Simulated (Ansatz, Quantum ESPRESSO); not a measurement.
# 1T-PtTe2, 1 layer: the gap along the path at a withheld member of a series

How the rows were computed: Quantum ESPRESSO 7.5, PBE, GBRV ultrasoft. Cell and atoms are first relaxed; each strained cell is then held and the atoms relax in it. A periodic run with 15 Å of vacuum in the starting cell gives the vacuum levels, and bands follow along a path. The bands are repeated with spin-orbit coupling and fully relativistic files. The series steps biaxial strain.

```
biaxial strain  gap along the path (eV)
          -4 %                    0.224
          -3 %                    0.377
          -2 %                    0.520
          -1 %                    0.652
           0 %                    0.764
           1 %                    0.810
           2 %                    0.793
           3 %                    0.711
```

**Question.** What is the gap along the path at 4 %?

**Worked estimate.** The rows at 2 % and 3 % give a slope of (0.711 − (0.793))/(3 − (2)) = −0.082, so a straight line gives 0.629 eV. A parabola through these and the row at 1 % gives 0.564 eV.

What the calculation gave: 0.628 eV. The line misses by +0.001 and the parabola by −0.064 eV. The line does better here.

**Limits.** Semilocal gaps are too small; the 1×1 cell can't ripple over many cells under compression as a free sheet would. These values are without spin-orbit coupling.

[Logs are printed without paths, hosts, clocks, repeated set-up lines and the standing remarks that a program may print on its own settings, such as how far it seeks lower states.]
